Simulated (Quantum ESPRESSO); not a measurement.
# Energy and gap at +3 % biaxial strain: H-GaN-H chair, 1 layer

How the rows were computed: Quantum ESPRESSO 7.5 driven by ASE, PBE, GBRV ultrasoft, ESM (bc1); atomic heights clamped; cell area 8.993 Å² at zero strain.

```
strain (%)  energy (meV a cell)  gap on the mesh (eV)
        −3                70.02                 2.894
      −1.5                18.18                 2.956
         0                 0.00                 2.985
      +1.5                11.32                 2.980
```

One more run was made and is withheld. What are energy and gap at +3 %, and how stiff is the sheet?

By hand: About zero, E'' = (18.18 + 11.32 − 2 × 0.00)/1.5² = 13.11 meV per %² and E' = (11.32 − 18.18)/3 = −2.29 meV per %. With E = A K ε², where K = (C11 + C22)/2 + C12 (C11 + C12 for a hexagonal sheet), K = 13.11 × 10/(2 × 8.993) × 16.02 = 117 N/m. The parabola gives E(+3 %) = 0.00 + 3 × (−2.29) + 4.5 × 13.11 = 52.1 meV. Continuing the last slope, the gap is 2 × 2.980 − 2.985 = 2.975 eV.

**Check.** E = 48.6 meV and the gap 2.938 eV. The parabola misses by +3.5 meV, too high, since bonds soften under tension. The gap's line misses by +0.037 eV: the gap is not linear in strain.

**Limits.** Clamped heights stiffen sheets with several planes. Semilocal gap, no spin-orbit coupling.

[Logs are printed without paths, hosts, clocks, repeated set-up lines and the standing remarks that a program may print on its own settings, such as how far it seeks lower states.]
